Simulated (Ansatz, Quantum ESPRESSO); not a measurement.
# HoHg (Pm-3m): electron-phonon coupling

Wanted: the coupling constant λ of HoHg (Pm-3m) at ambient pressure.

Calculated with Quantum ESPRESSO 7.5; DFT PBEsol, scalar-relativistic, plane waves, PseudoDojo norm-conserving, 4f in core pseudopotentials.

### Step 1. The starting structure

Symmetry: Pm-3m, No. 221, cubic system. The conventional cell has a = 3.646 Å, b = 3.646 Å, c = 3.646 Å, α = 90.00°, β = 90.00°, γ = 90.00°. Ho has 8 Hg at 3.16 Å nearest. Nearest to Hg lie 8 Ho at 3.16 Å. Farther neighbours are not listed.

### Step 2. A first look

A cheap run with smearing and empty bands tells whether the crystal has a gap, which decides between fixed occupations and smearing later on.

The input, probe.in:

```
 &control
    calculation='scf',
    prefix='x',
    outdir='./tmp',
    pseudo_dir='./pseudo',
    tprnfor=.true.,
    tstress=.true.,
    verbosity='high',
 /
 &system
    ibrav=1,
    celldm(1)=6.88994145,
    nat=2,
    ntyp=2,
    ecutwfc=58.0,
    input_dft='pbesol',
    occupations='smearing',
    smearing='gaussian',
    degauss=0.01,
 /
 &electrons
    conv_thr=1.0d-07,
    mixing_beta=0.7,
    electron_maxstep=100,
 /
ATOMIC_SPECIES
 Ho    164.9303  Ho.upf
 Hg    200.5920  Hg.upf
ATOMIC_POSITIONS crystal
 Ho     0.500000000   0.500000000   0.500000000
 Hg     0.000000000   0.000000000   0.000000000
K_POINTS automatic
 6 6 6 0 0 0
```

Started as:

```sh
$ OMP_NUM_THREADS=1 mpirun -n 4 pw.x -nk 4 -in probe.in > probe.out
```

Log:

```text
[banners, grids, parts of the stress and lines that vanish by symmetry left out]
Program PWSCF v.7.5
     IMPORTANT: XC functional enforced from input :
     Exchange-correlation= PBESOL
                           (   1   4  10   8   0   0   0)
[...]
kinetic-energy cutoff     =      58.0000  Ry
     charge density cutoff     =     232.0000  Ry
     scf convergence threshold =      1.0E-07
[...]
Exchange-correlation= PBESOL
                           (   1   4  10   8   0   0   0)
[...]
48 Sym. Ops., with inversion, found
[...]
(     0          1          0      )
                  (     0          0          1      )
[...]
(  0.0000000  1.0000000  0.0000000 )
                  (  0.0000000  0.0000000  1.0000000 )
[...]
(     0         -1          0      )
[...]
(  0.0000000 -1.0000000  0.0000000 )
[...]
(     0          0          1      )
                  (     1          0          0      )
[...]
( -1.0000000  0.0000000  0.0000000 )
                  (  0.0000000  1.0000000  0.0000000 )
[...]
number of k points=    20  Gaussian smearing, width (Ry)=  0.0100
[...]
End of self-consistent calculation
[...]
the Fermi energy is    14.4829 ev
!    total energy              =    -421.29680506 Ry
[...]
convergence has been achieved in   7 iterations
[...]
atom    1 type  1   force =     0.00000000    0.00000000    0.00000000
     atom    2 type  2   force =     0.00000000    0.00000000    0.00000000
[...]
Total force =     0.000000     Total SCF correction =     0.000000
[...]
total   stress  (Ry/bohr**3)                   (kbar)     P=      -11.32
[...]
XML data file, charge density, pseudopotentials, collected wavefunctions

   JOB DONE.
```

Elapsed: 3.9 s, on 4 MPI ranks of Arm Neoverse V2, shared host; 14 s of CPU time.

Read from the output:

* volume per atom: 24.23 Å³
* pressure: -1.132 GPa
* gap on the k-mesh: 0 eV

No gap opens on this mesh, so smearing is kept; the start stands at -1.1 GPa.

### Step 3. Relaxation

The harmonic expansion starts where the forces on the atoms vanish, and stress shifts the frequencies, so cell and atoms are relaxed with tight thresholds.

The input, relax.in:

```
 &control
    calculation='vc-relax',
    prefix='x',
    outdir='./tmp',
    pseudo_dir='./pseudo',
    tprnfor=.true.,
    tstress=.true.,
    forc_conv_thr=2.0d-05,
    etot_conv_thr=1.0d-07,
    nstep=40,
 /
 &system
    ibrav=1,
    celldm(1)=6.88994145,
    nat=2,
    ntyp=2,
    ecutwfc=58.0,
    input_dft='pbesol',
    occupations='smearing',
    smearing='gaussian',
    degauss=0.02,
 /
 &electrons
    conv_thr=1.0d-11,
    mixing_beta=0.7,
    electron_maxstep=100,
 /
 &ions
 /
 &cell
    press_conv_thr=0.2,
 /
ATOMIC_SPECIES
 Ho    164.9303  Ho.upf
 Hg    200.5920  Hg.upf
ATOMIC_POSITIONS crystal
 Ho     0.500000000   0.500000000   0.500000000
 Hg     0.000000000   0.000000000   0.000000000
K_POINTS automatic
 8 8 8 0 0 0
```

Started as:

```sh
$ OMP_NUM_THREADS=1 mpirun -n 4 pw.x -nk 4 -in relax.in > relax.out
```

Log:

```text
[banners, grids, parts of the stress and lines that vanish by symmetry left out]
[banner, memory and clock lines left out]
Program PWSCF v.7.5

[...]
Exchange-correlation= PBESOL
                           (   1   4  10   8   0   0   0)
[...]
kinetic-energy cutoff     =      58.0000  Ry
     charge density cutoff     =     232.0000  Ry
     scf convergence threshold =      1.0E-11
[...]
energy convergence thresh.=      1.0E-07
     force convergence thresh. =      2.0E-05
     press convergence thresh. =      2.0E-01
     Exchange-correlation= PBESOL
                           (   1   4  10   8   0   0   0)
[...]
48 Sym. Ops., with inversion, found
[...]
number of k points=    35  Gaussian smearing, width (Ry)=  0.0200
[...]
End of self-consistent calculation
[...]
the Fermi energy is    14.3991 ev
!    total energy              =    -421.29837171 Ry
[...]
convergence has been achieved in  10 iterations
[...]
atom    1 type  1   force =     0.00000000    0.00000000    0.00000000
     atom    2 type  2   force =     0.00000000    0.00000000    0.00000000
     Total force =     0.000000     Total SCF correction =     0.000000
[...]
total   stress  (Ry/bohr**3)                   (kbar)     P=       -9.76
[...]
number of bfgs steps    =   0
[...]
CELL_PARAMETERS (alat=  6.88994145)
[...]
ATOMIC_POSITIONS (crystal)
Ho               0.5000000000        0.5000000000        0.5000000000
Hg               0.0000000000        0.0000000000        0.0000000000
[...]
New effective cutoffs (rho, wfc):  231.96   58.17
[...]
End of self-consistent calculation
[...]
the Fermi energy is    14.4845 ev
!    total energy              =    -421.29845746 Ry
[...]
convergence has been achieved in   6 iterations
[...]
atom    1 type  1   force =     0.00000000    0.00000000    0.00000000
     atom    2 type  2   force =     0.00000000    0.00000000    0.00000000
     Total force =     0.000000     Total SCF correction =     0.000000
[...]
total   stress  (Ry/bohr**3)                   (kbar)     P=       -5.75
[...]
number of bfgs steps    =   1
[...]
CELL_PARAMETERS (alat=  6.88994145)
[...]
ATOMIC_POSITIONS (crystal)
Ho               0.5000000000        0.5000000000        0.5000000000
Hg               0.0000000000        0.0000000000        0.0000000000
[...]
New effective cutoffs (rho, wfc):  233.06   58.45
[...]
End of self-consistent calculation
[...]
the Fermi energy is    14.6072 ev
!    total energy              =    -421.29850208 Ry
[...]
convergence has been achieved in   7 iterations
[...]
atom    1 type  1   force =     0.00000000    0.00000000    0.00000000
     atom    2 type  2   force =     0.00000000    0.00000000    0.00000000
     Total force =     0.000000     Total SCF correction =     0.000000
[...]
total   stress  (Ry/bohr**3)                   (kbar)     P=        0.09
[...]
number of bfgs steps    =   2
[...]
CELL_PARAMETERS (alat=  6.88994145)
[...]
ATOMIC_POSITIONS (crystal)
Ho               0.5000000000        0.5000000000        0.5000000000
Hg               0.0000000000        0.0000000000        0.0000000000
[...]
New effective cutoffs (rho, wfc):  233.05   58.44
[...]
End of self-consistent calculation
[...]
the Fermi energy is    14.6052 ev
!    total energy              =    -421.29850210 Ry
[...]
convergence has been achieved in   5 iterations
[...]
atom    1 type  1   force =     0.00000000    0.00000000    0.00000000
     atom    2 type  2   force =     0.00000000    0.00000000    0.00000000
     Total force =     0.000000     Total SCF correction =     0.000000
[...]
total   stress  (Ry/bohr**3)                   (kbar)     P=       -0.00
[...]
bfgs converged in   4 scf cycles and   3 bfgs steps
[...]
End of BFGS Geometry Optimization
     Final enthalpy           =    -421.2985020959 Ry
     File ./tmp/x.bfgs deleted, as requested
[...]
CELL_PARAMETERS (alat=  6.88994145)
[...]
ATOMIC_POSITIONS (crystal)
Ho               0.5000000000        0.5000000000        0.5000000000
Hg               0.0000000000        0.0000000000        0.0000000000
[...]
Final scf calculation at the relaxed structure.
[...]
kinetic-energy cutoff     =      58.0000  Ry
     charge density cutoff     =     232.0000  Ry
     scf convergence threshold =      1.0E-13
[...]
press convergence thresh. =      2.0E-01
     Exchange-correlation= PBESOL
                           (   1   4  10   8   0   0   0)
[...]
48 Sym. Ops., with inversion, found
[...]
number of k points=    35  Gaussian smearing, width (Ry)=  0.0200
[...]
End of self-consistent calculation
[...]
the Fermi energy is    14.6052 ev
!    total energy              =    -421.29840851 Ry
[...]
convergence has been achieved in  11 iterations
[...]
atom    1 type  1   force =     0.00000000    0.00000000    0.00000000
     atom    2 type  2   force =     0.00000000    0.00000000    0.00000000
     Total force =     0.000000     Total SCF correction =     0.000000
[...]
total   stress  (Ry/bohr**3)                   (kbar)     P=       -0.49
[...]
XML data file, charge density, pseudopotentials, collected wavefunctions
```

Elapsed: 26 s, on 4 MPI ranks.

Relaxation path:

```csv
step,energy less that of the first step (eV),largest force (eV/Å),pressure (GPa),volume (Å³)
1,0.0000,0.0000,-0.98,48.47
2,-0.0012,0.0000,-0.57,48.23
3,-0.0018,0.0000,0.01,47.89
4,-0.0018,0.0000,0.00,47.89
5,-0.0005,0.0000,-0.05,47.89
```

| conventional cell, symmetrised | before | after | change |
| --- | --- | --- | --- |
| a (Å) | 3.646 | 3.631 | -0.4 % |
| b (Å) | 3.646 | 3.631 | -0.4 % |
| c (Å) | 3.646 | 3.631 | -0.4 % |
| volume (Å³/atom) | 24.23 | 23.95 | -1.2 % |

The relaxed structure:

```
Ho Hg
1.0
     3.63147    0.00000    0.00000
     0.00000    3.63147    0.00000
     0.00000    0.00000    3.63147
Ho Hg
1 1
Direct
  0.50000 0.50000 0.50000
  0.00000 0.00000 0.00000
```

The last row of the table of steps is pw.x's closing run on a basis chosen anew for the final cell, so its energy can jump.

Numbers from this step:

| Item | Value |
| --- | --- |
| volume per atom | 23.95 Å³ |
| pressure | -0.04900 GPa |

The volume changes by -1.2 % from the cell with which this run began.

### Step 4. Self-consistent run for the response

Perturbation theory inherits every error of the wavefunctions, so the threshold is set near the limit of the arithmetic. Smearing stays on, as the first look found no gap above 0.3 eV.

The input, scf.in:

```
 &control
    calculation='scf',
    prefix='x',
    outdir='./tmp',
    pseudo_dir='./pseudo',
    tprnfor=.true.,
    tstress=.true.,
 /
 &system
    ibrav=1,
    celldm(1)=6.86249202,
    nat=2,
    ntyp=2,
    ecutwfc=58.0,
    input_dft='pbesol',
    occupations='smearing',
    smearing='gaussian',
    degauss=0.02,
 /
 &electrons
    conv_thr=1.0d-12,
    mixing_beta=0.7,
    electron_maxstep=100,
 /
ATOMIC_SPECIES
 Ho    164.9303  Ho.upf
 Hg    200.5920  Hg.upf
ATOMIC_POSITIONS crystal
 Ho     0.500000000   0.500000000   0.500000000
 Hg     0.000000000   0.000000000   0.000000000
K_POINTS automatic
 8 8 8 0 0 0
```

Started as:

```sh
$ OMP_NUM_THREADS=1 mpirun -n 4 pw.x -nk 4 -in scf.in > scf.out
```

Log:

```text
[banners, grids, parts of the stress and lines that vanish by symmetry left out]
[banner, memory and clock lines left out]
Program PWSCF v.7.5

[...]
Exchange-correlation= PBESOL
                           (   1   4  10   8   0   0   0)
[...]
kinetic-energy cutoff     =      58.0000  Ry
     charge density cutoff     =     232.0000  Ry
     scf convergence threshold =      1.0E-12
[...]
Exchange-correlation= PBESOL
                           (   1   4  10   8   0   0   0)
[...]
48 Sym. Ops., with inversion, found
[...]
number of k points=    35  Gaussian smearing, width (Ry)=  0.0200
[...]
End of self-consistent calculation
[...]
the Fermi energy is    14.6052 ev
!    total energy              =    -421.29840851 Ry
[...]
convergence has been achieved in  10 iterations
[...]
atom    1 type  1   force =     0.00000000    0.00000000    0.00000000
     atom    2 type  2   force =     0.00000000    0.00000000    0.00000000
     Total force =     0.000000     Total SCF correction =     0.000000
[...]
total   stress  (Ry/bohr**3)                   (kbar)     P=       -0.49
[...]
XML data file, charge density, pseudopotentials, collected wavefunctions
```

Wall time 7 s (4 MPI ranks).

The cell stands at -0.049 GPa, close enough for phonons.

### Step 5. Levels on a dense mesh

The coupling is a sum over pairs of states at the Fermi level and needs a much denser mesh than the density does.

scf_fit.in, as its differences from scf.in of step 4:

```diff
@@ -18,5 +18,6 @@
     degauss=0.02,
+    la2F=.true.,
  /
  &electrons
-    conv_thr=1.0d-12,
+    conv_thr=1.0d-10,
     mixing_beta=0.7,
@@ -31,2 +32,2 @@
 K_POINTS automatic
- 8 8 8 0 0 0
+ 16 16 16 0 0 0
```

Started as:

```sh
$ OMP_NUM_THREADS=1 mpirun -n 4 pw.x -nk 4 -in scf_fit.in > scf_fit.out
```

Log:

```text
[banners, grids, parts of the stress and lines that vanish by symmetry left out]
[banner, memory and clock lines left out]
Program PWSCF v.7.5

[...]
Exchange-correlation= PBESOL
                           (   1   4  10   8   0   0   0)
[...]
kinetic-energy cutoff     =      58.0000  Ry
     charge density cutoff     =     232.0000  Ry
     scf convergence threshold =      1.0E-10
[...]
Exchange-correlation= PBESOL
                           (   1   4  10   8   0   0   0)
[...]
48 Sym. Ops., with inversion, found
[...]
number of k points=   165  Gaussian smearing, width (Ry)=  0.0200
[...]
End of self-consistent calculation
[...]
the Fermi energy is    14.6036 ev
!    total energy              =    -421.29842444 Ry
[...]
convergence has been achieved in  10 iterations
[...]
atom    1 type  1   force =     0.00000000    0.00000000    0.00000000
     atom    2 type  2   force =     0.00000000    0.00000000    0.00000000
     Total force =     0.000000     Total SCF correction =     0.000000
[...]
total   stress  (Ry/bohr**3)                   (kbar)     P=       -0.60
[...]
XML data file, charge density, pseudopotentials, collected wavefunctions
```

Elapsed: 28 s, on 4 MPI ranks.

Read from the output:

- pressure: -0.06 GPa

### Step 6. Ground state

The run on the dense mesh left its levels for the electron-phonon sums; ph.x needs the ground state on the coarse mesh, so pw.x runs once more in the same folder.

scf.in is that of step 4.

Started as:

```sh
$ OMP_NUM_THREADS=1 mpirun -n 4 pw.x -nk 4 -in scf.in > scf.out
```

Log:

```text
[banners, grids, parts of the stress and lines that vanish by symmetry left out]
[banner, memory and clock lines left out]
Program PWSCF v.7.5

[...]
Exchange-correlation= PBESOL
                           (   1   4  10   8   0   0   0)
[...]
kinetic-energy cutoff     =      58.0000  Ry
     charge density cutoff     =     232.0000  Ry
     scf convergence threshold =      1.0E-12
[...]
Exchange-correlation= PBESOL
                           (   1   4  10   8   0   0   0)
[...]
48 Sym. Ops., with inversion, found
[...]
number of k points=    35  Gaussian smearing, width (Ry)=  0.0200
[...]
End of self-consistent calculation
[...]
the Fermi energy is    14.6052 ev
!    total energy              =    -421.29840851 Ry
[...]
convergence has been achieved in  10 iterations
[...]
atom    1 type  1   force =     0.00000000    0.00000000    0.00000000
     atom    2 type  2   force =     0.00000000    0.00000000    0.00000000
     Total force =     0.000000     Total SCF correction =     0.000000
[...]
total   stress  (Ry/bohr**3)                   (kbar)     P=       -0.49
[...]
XML data file, charge density, pseudopotentials, collected wavefunctions
```

The job ended after 7.1 s (4 MPI ranks).

Read from the output:

| Item | Value |
| --- | --- |
| pressure | -0.04900 GPa |

(Part 1 of 4 ends here.)

[Host names and launcher messages were left out of these logs when they were recorded.]

[Logs are printed without paths, hosts, clocks, repeated set-up lines and the standing remarks that a program may print on its own settings, such as how far it seeks lower states.]

[Hosts, paths, dates, database ids (printed as entryN), source tags and the programs' standing remarks are cut or masked in the printed files.]
